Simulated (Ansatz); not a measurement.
An input for Ansatz 0.2.0 (PtSe2 (1T monolayer)):

```yaml
crystal:
  lattice:
    - [3.7504907858, 0.0, 0.0]
    - [-1.8752453929, 3.2480202972, 0.0]
    - [0.0, 0.0, 40.4]
  atoms:
    - { symbol: Pt, position: [0.0, 0.0, 0.5] }
    - { symbol: Se, position: [0.3333333333, 0.6666666667, 0.5323126946] }
    - { symbol: Se, position: [0.6666666667, 0.3333333333, 0.4676873054] }
  periodic: [true, true, false]
kpoints:
  mp_grid: { grid: [6, 6, 1] }
hamiltonian:
  xc: pbe
scf:
  occupations: { method: fixed }
gw:
  n_empty_bands: 599
  ecut_chi: 66.0
  qp_bands: [v2, c2]
  qp_kpoints: band_edges
  screening: { model: contour_deformation }
```

```sh
ansatz run input.yaml --threads 3 --pin off --max-ram 92160MiB --backend cuda --events-out ev --progress --plain --runs-dir out --devices 1 --max-vram 13GiB
```

Question: Estimate wall time and host memory on 1 × NVIDIA H100 80GB HBM3 (shared by 6 runs) with 3 threads of AMD EPYC 7R13 (Zen 3), shared host.

It took 40 s; on shared hardware allow 20 s to 79 s. Peak host memory was 2.5 GiB. The sizes that set the cost: 9675 plane waves a state, 7 irreducible k points, 624 bands summed, 635 plane waves in the screening and 7 SCF cycles.

The screening grows as filled bands × empty bands × pairs of k points, times the square of the screening basis for the matrix.

[Paths, hosts, dates, memory and timing lines, banners, echoed tables and standing remarks are left out of the program output.]

[Logs are printed without paths, hosts, clocks, repeated set-up lines and the standing remarks that a program may print on its own settings, such as how far it seeks lower states.]

[Runs of the session that timed out or met a known fault of the program may be left out.]

[Cells called generated may have been cut or substituted from an entry of the Crystallography Open Database or the Materials Project.]

[Hosts, paths, dates, database ids (printed as entryN), source tags and the programs' standing remarks are cut or masked in the printed files.]
